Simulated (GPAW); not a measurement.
A computed Ti K-edge spectrum of one site in a crystal of C and Ti, with its zero at a photon energy of about 4960.6 eV (raw 4983.4 eV, less 22.8 eV of added terms; uncertain by a few eV). Method: GPAW, PBE, excited-electron core hole (neutral cell) in a small cell, dipole transitions, broadening that rises with energy.

Energy from the lowest empty level; intensity scaled to a mean of 1 over the first 20 eV:

```csv
E (eV),intensity
-2.0,0.00
-1.0,0.00
0.0,0.16
1.0,0.14
2.0,0.15
3.0,0.32
4.0,0.38
5.0,0.39
6.0,0.55
7.0,0.31
8.0,0.10
9.0,0.26
10.0,0.60
11.0,1.00
12.0,1.15
13.0,1.37
14.0,1.87
15.0,1.93
16.0,1.92
17.0,2.21
18.0,2.35
19.0,2.04
20.0,1.61
21.0,1.37
22.0,1.19
23.0,1.02
24.0,0.91
25.0,0.87
26.0,0.92
27.0,1.10
28.0,1.37
29.0,1.54
30.0,1.53
31.0,1.42
32.0,1.31
```

The database entry behind the starting cell differs from later determinations by our own check (0.1 to 0.3 % short, probably kX units), so it need not match the best structure at ambient conditions.

Question: Which coordination does this site have?

A K edge sees empty p states. The weak features of the first eV are p character mixed into the empty d bands; the main 4p edge lies above them. It is atom 1 of TiC (Fm-3m), with 6 C at 2.16 Å (octahedral, site symmetry m-3m). Its main maxima below 30 eV lie at 0.4 eV (0.21), 3.6 eV (0.45), 6.0 eV (0.55), 14.6 eV (1.97), 17.8 eV (2.36) and 29.4 eV (1.56). A near-edge spectrum doesn't fix the structure by itself; it is matched against candidates. Quadrupole 1s→3d transitions, which feed the pre-edge, are not in the dipole spectrum. The holes are only 6.1 Å apart, so the shape is probably not converged with cell size; no larger cell was run here. Lifetime broadening is put in by hand, and intensities beyond about 20 eV depend on it and on the partial waves. The structure is a published determination, not relaxed.

[Banner, clock and machine lines of the logs are left out without a mark of their own.]

[Logs are printed without paths, hosts, clocks, repeated set-up lines and the standing remarks that a program may print on its own settings, such as how far it seeks lower states.]

[Hosts, paths, dates, database ids (printed as entryN), source tags and the programs' standing remarks are cut or masked in the printed files.]

[Lists of maxima count a maximum above −3 eV only where it reaches 4 % of the highest in the window and stands out from its surroundings by 2 % of it (1.5 % where it reaches 55 %); shoulders and weaker maxima are passed over, and of the rest the first, up to two pre-edge ones and the few strongest are named.]
